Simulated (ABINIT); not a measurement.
**CsH (Fm-3m): G0W0 in ABINIT against the bands in the screening**

Aim: move the bands in the screening of a G0W0 run on CsH (Fm-3m) over a wide range.

Calculated with ABINIT 10.8.3; LDA and many-body steps on it, plane waves.

The database entry behind the starting cell differs from other determinations of this structure, so it need not match the best structure at room temperature.

## 1. The starting structure

The structure is cubic, space group Fm-3m (No. 225). The conventional cell has a = 6.376 Å, b = 6.376 Å, c = 6.376 Å, α = 90.00°, β = 90.00°, γ = 90.00°. Nearest to Cs lie 6 H at 3.19 Å. Nearest to H lie 6 Cs at 3.19 Å. Farther neighbours, and contacts between anions beyond the nearest, are not listed.

The cell and positions come from the Crystallography Open Database and are kept as given unless a step says otherwise.

## 2. Screening, 4×4×4 mesh, 13 bands, screening to 106.1 eV

This step: ABINIT 10.8.3; RPA screening on LDA, plane waves, norm-conserving pseudopotentials.

The RPA dielectric matrix is built and inverted for each q.

Input file run.abi:

```
acell 3*1.0 Angstrom
rprim 
  -0.000000000000 3.188000000000 3.188000000000
  3.188000000000 -0.000000000000 3.188000000000
  3.188000000000 3.188000000000 -0.000000000000
ntypat 2
znucl 55 1
natom 2
typat 1 2
xred 
  0.000000000000 0.000000000000 0.000000000000
  0.500000000000 0.500000000000 0.500000000000
pp_dirpath "pseudos"
pseudos "Cs.upf, H.upf"
ecut 31
ngkpt 4 4 4
nshiftk 1
shiftk 0 0 0
kptopt 1
chksymbreak 0
istwfk *1
occopt 1
irdwfk 1
optdriver 3
nband 13
ecuteps 3.9
inclvkb 2
awtr 1
symchi 1
indata_prefix "in"
outdata_prefix "out"
tmpdata_prefix "tmp"
```

The run is started by

```
> OMP_NUM_THREADS=1 mpirun -n 4 abinit run.abi > log
```

Output:

```text
.Version 10.8.3 of ABINIT. v10.8.2 released Aug 2026.

 Symmetries : space group Fm -3 m (#225); Bravais cF (face-center cubic)
[... echo of the input left out ...]
== DATASET  1 ==================================================================
-   mpi_nproc: 4, omp_nthreads: 1 (-1 if OMP is not activated)

--- !DatasetInfo
iteration_state: {dtset: 1, }
dimensions: {natom: 2, nkpt: 8, mband: 13, nsppol: 1, nspinor: 1, nspden: 1, mpw: 3647, }
cutoff_energies: {ecut:  31.0, pawecutdg:  -1.0, }
electrons: {nelect:   1.00000000E+01, charge:   0.00000000E+00, occopt:   1.00000000E+00, tsmear:   1.00000000E-02, }

 SCREENING: Calculation of the susceptibility and dielectric matrices

 Based on a program developped by R.W. Godby, V. Olevano, G. Onida, and L. Reining.
 Incorporated in ABINIT by V. Olevano, G.-M. Rignanese, and M. Torrent.
.Using double precision arithmetic ; gwpc =  8

[... cell and pseudopotentials left out ...]
--------------------------------------------------------------------------------

 ==== K-mesh for the wavefunctions ====
 Number of points in the irreducible wedge :     8
[... list of points left out ...]
 Together with 48 symmetry operations and time-reversal symmetry
 yields    64 points in the full Brillouin Zone.

 ==== Q-mesh for the screening function ====
 Number of points in the irreducible wedge :     8
[... list of points left out ...]
 Together with 48 symmetry operations and time-reversal symmetry
 yields    64 points in the full Brillouin Zone.

 setmesh: FFT mesh size selected  =    30x   30x   30
          total number of points  =        27000

 vcoul_init : cutoff-mode = AUXILIARY_FUNCTION
 q-points for optical limit:   1
     1)      0.000010    0.000020    0.000030

- screening: taking advantage of time-reversal symmetry
- Maximum band index for partially occupied states nbvw = 5
- Remaining bands to be divided among processors   nbcw = 8
- Number of bands treated by each node ~2

 Number of electrons calculated from density =   10.0000; Expected =   10.0000
 average of density, n =  0.022867
 r_s =    2.1856
 omega_plasma =   14.5870 [eV]

 calculating chi0 at frequencies [eV] :
  1    0.000000E+00    0.000000E+00
  2    0.000000E+00    1.458696E+01

--------------------------------------------------------------------------------
  q-point number  1        q = ( 0.000000, 0.000000, 0.000000) [r.l.u.]
--------------------------------------------------------------------------------
[... chi0 elements left out ...]
 For q-point:  0.000010 0.000020 0.000030
  dielectric constant =   3.2056
  dielectric constant without local fields =   3.6828

  Average fulfillment of the sum rule on Im[epsilon] for q-point    1 :     24.43  [%]
[... wings left out ...]
  q-point number  2        q = ( 0.250000, 0.000000, 0.000000) [r.l.u.]
--------------------------------------------------------------------------------
[... chi0 elements left out ...]
  Average fulfillment of the sum rule on Im[epsilon] for q-point    2 :     68.11  [%]

 [... 6 further q-points ...]
```

The job ended after 2.8 s (4 MPI ranks of Arm Neoverse V2, shared host; peak memory 0.13 GiB).

Numbers from this step:

```
ε∞ with local fields, on this mesh    : 3.206
ε∞ without local fields, on this mesh : 3.683
plasma frequency                      : 14.59 eV
plane waves in the screening matrix   : 169
```

Local fields lower ε∞ by 13 %.

## 3. 13 bands

The self-energy is evaluated for the states that the input lists, and the quasiparticle equation is solved.

This step: G0W0 on LDA, plane waves, norm-conserving pseudopotentials.

Changes to run.abi since step 2:

```diff
@@ -23,8 +23,17 @@
 irdwfk 1
-optdriver 3
-nband 13
+optdriver 4
+nband 31
+gwcalctyp 0
+ecutsigx 31
+symsigma 1
+nkptgw 2
+kptgw 
+  0.5000000000 0.0000000000 0.0000000000
+  0.0000000000 0.0000000000 0.0000000000
+bdgw 
+  3 8
+  2 8
 ecuteps 3.9
-inclvkb 2
-awtr 1
-symchi 1
+irdscr 1
+ppmodel 1
 indata_prefix "in"
```

Output:

```text
.Version 10.8.3 of ABINIT. v10.8.2 released Aug 2026.

 Symmetries : space group Fm -3 m (#225); Bravais cF (face-center cubic)
[... echo of the input left out ...]
== DATASET  1 ==================================================================
-   mpi_nproc: 4, omp_nthreads: 1 (-1 if OMP is not activated)

--- !DatasetInfo
iteration_state: {dtset: 1, }
dimensions: {natom: 2, nkpt: 8, mband: 31, nsppol: 1, nspinor: 1, nspden: 1, mpw: 3647, }
cutoff_energies: {ecut:  31.0, pawecutdg:  -1.0, }
electrons: {nelect:   1.00000000E+01, charge:   0.00000000E+00, occopt:   1.00000000E+00, tsmear:   1.00000000E-02, }

 SIGMA: Calculation of the GW corrections

 Based on a program developped by R.W. Godby, V. Olevano, G. Onida, and L. Reining.
 Incorporated in ABINIT by V. Olevano, G.-M. Rignanese, and M. Torrent.
.Using double precision arithmetic ; gwpc =  8

[... cell and pseudopotentials left out ...]
--------------------------------------------------------------------------------

 ==== K-mesh for the wavefunctions ====
 Number of points in the irreducible wedge :     8
[... list of points left out ...]
 Together with 48 symmetry operations and time-reversal symmetry
 yields    64 points in the full Brillouin Zone.

 ==== Q-mesh for screening function ====
 Number of points in the irreducible wedge :     8
[... list of points left out ...]
 Together with 48 symmetry operations and time-reversal symmetry
 yields    64 points in the full Brillouin Zone.

 vcoul_init : cutoff-mode = AUXILIARY_FUNCTION
 q-points for optical limit:   1
     1)      0.000010    0.000020    0.000030
 setmesh: FFT mesh size selected  =    45x   45x   45
          total number of points  =        91125

 Number of electrons calculated from density =   10.0000; Expected =   10.0000
 average of density, n =  0.022867
 r_s =    2.1856
 omega_plasma =   14.5870 [eV]

 === KS Band Gaps ===
  >>>> For spin  1
   Minimum direct gap =   1.9563 [eV], located at k-point      :   0.5000  0.0000  0.0000
   Fundamental gap    =   1.9563 [eV], Top of valence bands at :   0.5000  0.0000  0.0000
                                       Bottom of conduction at :   0.5000  0.0000  0.0000
 SIGMA fundamental parameters:
 PLASMON POLE MODEL  1
 number of plane-waves for SigmaX                 3647
 number of plane-waves for SigmaC and W            169
 number of plane-waves for wavefunctions          3647
 number of bands                                    31
 number of independent spin polarizations            1
 number of spinorial components                      1
 number of k-points in IBZ                           8
 number of q-points in IBZ                           8
 number of symmetry operations                      48
 number of k-points in BZ                           64
 number of q-points in BZ                           64
 number of frequencies for dSigma/dE                 9
 frequency step for dSigma/dE [eV]                0.25
 number of omega for Sigma on real axis              0
 max omega for Sigma on real axis  [eV]           0.00
 zcut for avoiding poles [eV]                     0.10

 EPSILON^-1 parameters (SCR file):
 dimension of the eps^-1 matrix on file            169
 dimension of the eps^-1 matrix used               169
 number of plane-waves for wavefunctions          3647
 number of bands                                    13
 number of q-points in IBZ                           8
 number of frequencies                               2
 number of real frequencies                          1
 number of imag frequencies                          1

 matrix elements of self-energy operator (all in [eV])

 Perturbative Calculation

--- !SelfEnergy_ee
iteration_state: {dtset: 1, }
kpoint     : [   0.500,    0.000,    0.000, ]
spin       : 1
KS_gap     :    1.956
QP_gap     :    4.006
Delta_QP_KS:    2.050
data: !SigmaeeData |
     Band     E0 <VxcDFT>   SigX SigC(E0)      Z dSigC/dE  Sig(E)    E-E0       E
        3  -6.239 -12.949 -17.428   2.557   0.790  -0.266 -14.468  -1.519  -7.758
        4  -6.239 -12.949 -17.428   2.557   0.790  -0.266 -14.468  -1.519  -7.758
        5   1.748 -10.145 -13.340   2.180   0.773  -0.293 -10.930  -0.785   0.963
        6   3.704  -6.808  -2.820  -2.478   0.838  -0.194  -5.543   1.265   4.969
        7   6.327  -8.086  -3.583  -2.562   0.829  -0.206  -6.477   1.610   7.937
        8   6.327  -8.086  -3.583  -2.562   0.829  -0.206  -6.477   1.610   7.937

--- !SelfEnergy_ee
iteration_state: {dtset: 1, }
kpoint     : [   0.000,    0.000,    0.000, ]
spin       : 1
KS_gap     :    6.878
QP_gap     :    9.380
Delta_QP_KS:    2.502
data: !SigmaeeData |
     Band     E0 <VxcDFT>   SigX SigC(E0)      Z dSigC/dE  Sig(E)    E-E0       E
[...]
6   6.764  -8.085  -3.323  -2.754   0.824  -0.214  -6.431   1.654   8.418
        7   6.764  -8.085  -3.323  -2.754   0.824  -0.214  -6.431   1.654   8.418
        8   6.764  -8.085  -3.323  -2.754   0.824  -0.214  -6.431   1.654   8.418

== END DATASET(S) ==============================================================
================================================================================

 -outvars: echo values of variables after computation  --------
           etotal      0.0000000000E+00
            nband          31
             nkpt           8
          spgroup         225
 [... the other variables as echoed above ...]

 Calculation completed.
```

Wall time 3.8 s (4 MPI ranks); peak memory 0.54 GiB.

This step gave:

* G0W0 gap on the mesh: 4.006 eV
* starting gap on the mesh: 1.956 eV
* k of the valence top: 0.5, 0, 0
* k of the conduction bottom: 0.5, 0, 0
* Z at the valence top: 0.773
* Z at the conduction bottom: 0.838
* least direct G0W0 gap on the computed points: 4.006 eV

The gap on the mesh goes from 1.96 eV to 4.01 eV, a correction of +2.05 eV.

## 4. Screening, 4×4×4 mesh, 31 bands, screening to 106.1 eV

This step: RPA screening on LDA, plane waves, norm-conserving pseudopotentials.

Changes to run.abi since step 3:

```diff
@@ -23,17 +23,8 @@
 irdwfk 1
-optdriver 4
+optdriver 3
 nband 31
-gwcalctyp 0
-ecutsigx 31
-symsigma 1
-nkptgw 2
-kptgw 
-  0.5000000000 0.0000000000 0.0000000000
-  0.0000000000 0.0000000000 0.0000000000
-bdgw 
-  3 8
-  2 8
 ecuteps 3.9
-irdscr 1
-ppmodel 1
+inclvkb 2
+awtr 1
+symchi 1
 indata_prefix "in"
```

Output:

```text
.Version 10.8.3 of ABINIT. v10.8.2 released Aug 2026.

 Symmetries : space group Fm -3 m (#225); Bravais cF (face-center cubic)
[... echo of the input left out ...]
== DATASET  1 ==================================================================
-   mpi_nproc: 4, omp_nthreads: 1 (-1 if OMP is not activated)

--- !DatasetInfo
iteration_state: {dtset: 1, }
dimensions: {natom: 2, nkpt: 8, mband: 31, nsppol: 1, nspinor: 1, nspden: 1, mpw: 3647, }
cutoff_energies: {ecut:  31.0, pawecutdg:  -1.0, }
electrons: {nelect:   1.00000000E+01, charge:   0.00000000E+00, occopt:   1.00000000E+00, tsmear:   1.00000000E-02, }

 SCREENING: Calculation of the susceptibility and dielectric matrices

 Based on a program developped by R.W. Godby, V. Olevano, G. Onida, and L. Reining.
 Incorporated in ABINIT by V. Olevano, G.-M. Rignanese, and M. Torrent.
.Using double precision arithmetic ; gwpc =  8

[... cell and pseudopotentials left out ...]
--------------------------------------------------------------------------------

 ==== K-mesh for the wavefunctions ====
 Number of points in the irreducible wedge :     8
[... list of points left out ...]
 Together with 48 symmetry operations and time-reversal symmetry
 yields    64 points in the full Brillouin Zone.

 ==== Q-mesh for the screening function ====
 Number of points in the irreducible wedge :     8
[... list of points left out ...]
 Together with 48 symmetry operations and time-reversal symmetry
 yields    64 points in the full Brillouin Zone.

 setmesh: FFT mesh size selected  =    30x   30x   30
          total number of points  =        27000

 vcoul_init : cutoff-mode = AUXILIARY_FUNCTION
 q-points for optical limit:   1
     1)      0.000010    0.000020    0.000030

- screening: taking advantage of time-reversal symmetry
- Maximum band index for partially occupied states nbvw = 5
- Remaining bands to be divided among processors   nbcw = 26
- Number of bands treated by each node ~6

 Number of electrons calculated from density =   10.0000; Expected =   10.0000
 average of density, n =  0.022867
 r_s =    2.1856
 omega_plasma =   14.5870 [eV]

 calculating chi0 at frequencies [eV] :
  1    0.000000E+00    0.000000E+00
  2    0.000000E+00    1.458696E+01

--------------------------------------------------------------------------------
  q-point number  1        q = ( 0.000000, 0.000000, 0.000000) [r.l.u.]
--------------------------------------------------------------------------------
[... chi0 elements left out ...]
 For q-point:  0.000010 0.000020 0.000030
  dielectric constant =   3.2356
  dielectric constant without local fields =   3.7527

  Average fulfillment of the sum rule on Im[epsilon] for q-point    1 :     55.12  [%]
[... wings left out ...]
  q-point number  2        q = ( 0.250000, 0.000000, 0.000000) [r.l.u.]
--------------------------------------------------------------------------------
[... chi0 elements left out ...]
  Average fulfillment of the sum rule on Im[epsilon] for q-point    2 :     86.77  [%]

 [... 6 further q-points ...]
```

The job ended after 4.8 s (4 MPI ranks; peak memory 0.56 GiB; 19 s of CPU time).

Read from the output:

* ε∞ with local fields, on this mesh: 3.236
* ε∞ without local fields, on this mesh: 3.753
* plasma frequency: 14.59 eV
* plane waves in the screening matrix: 169

(Part 1 of 2 ends here.)

[Long decimals in the printed logs are rounded to 6 places.]

[Logs are printed without paths, hosts, clocks, repeated set-up lines and the standing remarks that a program may print on its own settings, such as how far it seeks lower states.]

[Paths, hosts, dates, memory and timing lines, banners, echoed tables and standing remarks are left out of the program output; an Ansatz launch command may be rebuilt from the run's recorded settings. Measured values are a selection of at most five: reports struck by readers or far from the other reports are left out. None is set beside runs whose start may be inverted or whose files or cutoffs have a known fault.]

[Runs of the session that timed out or met a known fault of the program may be left out.]

[Hosts, paths, dates, database ids (printed as entryN), source tags and the programs' standing remarks are cut or masked in the printed files.]

[G0W0 gaps are taken among the corrected bands and points alone; a level outside them can change the order at an edge.]

[Where Ansatz stands beside ABINIT at settings called matched, ABINIT's density can come from a denser mesh and the files from another edition; pairs whose starting gaps differed by over 0.03 eV were left out, so agreement reads better than it is.]
